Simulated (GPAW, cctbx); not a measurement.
## TiClF: what bonding does to one electron reflection, worked out

TiClF, P4/nmm (no. 129, origin choice 1), a = 3.2735 Å, b = 3.2735 Å, c = 8.6846 Å, α = 90.00°, β = 90.00°, γ = 90.00°.

| atom | mult. | x | y | z |
| --- | --- | --- | --- | --- |
| Ti1 | 2 | 1/2 | 0 | 0.8271 |
| Cl1 | 2 | 1/2 | 0 | 0.3144 |
| F1 | 2 | 1/2 | 1/2 | 0 |

The start was made by putting kin elements into a known structure type; the compound need not exist, or be stable, in this form.

A DFT run (GPAW, PBE, 550 eV, 6×6×2 k-points (along the axes of the calculation cell), Fermi–Dirac width 0.05 eV) gives the static X-ray structure factor of 001 as 24.275 e for the conventional cell; superposed free atoms give 24.144 e. **Problem.** Find the Fourier component V of the crystal potential and the two-beam extinction distance at 200 kV in both cases, then the holographic phase shift per nanometre.

## 1. Geometry

The cell volume is Ω = 93.06 Å³ and d(001) = 8.6846 Å, so g = 1/d = 0.1151 Å⁻¹.

## 2. The nuclei

Electrons feel nuclei as well as electrons, so the nuclear charges are summed with the same phases.

Phase sums Σ exp(2πi h·x), turned so that the total is real and positive: Ti +0.931, Cl -0.787, F +2.000. Then F_Z = 22 × (+0.931) + 17 × (-0.787) + 9 × (+2.000) = 25.11 e. The electron term has the same sign for this reflection.

## 3. Mott–Bethe

Poisson's equation, term by term, gives V = (e/4πε₀)(F_Z − F)/(πΩg²), with e/4πε₀ = 14.3996 V Å.

The prefactor is 14.3996 × 8.6846²/(π × 93.06) = 3.71478 V per electron. Free atoms: (25.11 − 24.144) × 3.71478 = 3.571 V. Crystal: (25.11 − 24.275) × 3.71478 = 3.084 V. F changes by +0.54 % and V by -13.6 %: the same 0.13 e is measured against F_Z − F = 1.0 e in place of F = 24.1 e.

## 4. Extinction distance

In the two-beam case ξ = 1/(λU) with U = 2γm₀eV/h², that is ξ = 150.41 V Å²/(γλV).

At 200 kV, λ = 0.02508 Å and γ = 1.3914. Free atoms: ξ = 1207 Å. Crystal: ξ = 1398 Å. The thickness fringes go as sin²(πt/ξ), so the two patterns slip by a quarter of a period when t|1/ξ₁ − 1/ξ₀| = 1/4, at t ≈ 221 nm. Thermal motion, absorption and many-beam coupling, left out here, change a real pattern.

## 5. Phase shift

A slab run (normal [001], unrelaxed) gives a mean inner potential of 14.22 V; free atoms give 15.55 V. The phase shift is φ = C_E V₀ t, with C_E = (2π/λE)(E + m₀c²)/(E + 2m₀c²).

C_E = 7.288 × 10⁻³ rad/(V nm). The shift is 0.1036 rad/nm in the crystal and 0.1133 rad/nm for free atoms. A sample 50 nm thick gives φ = 5.18 rad; read with the free-atom value it would seem 45.7 nm thick.

## 6. Answer

V(001) is 3.08 V against 3.57 V, and ξ is 1398 against 1207 Å. The phase shift is 0.104 rad/nm, and free atoms would misjudge a thickness by -9 %. Limits: static atoms, two beams; no Hubbard U on Ti.
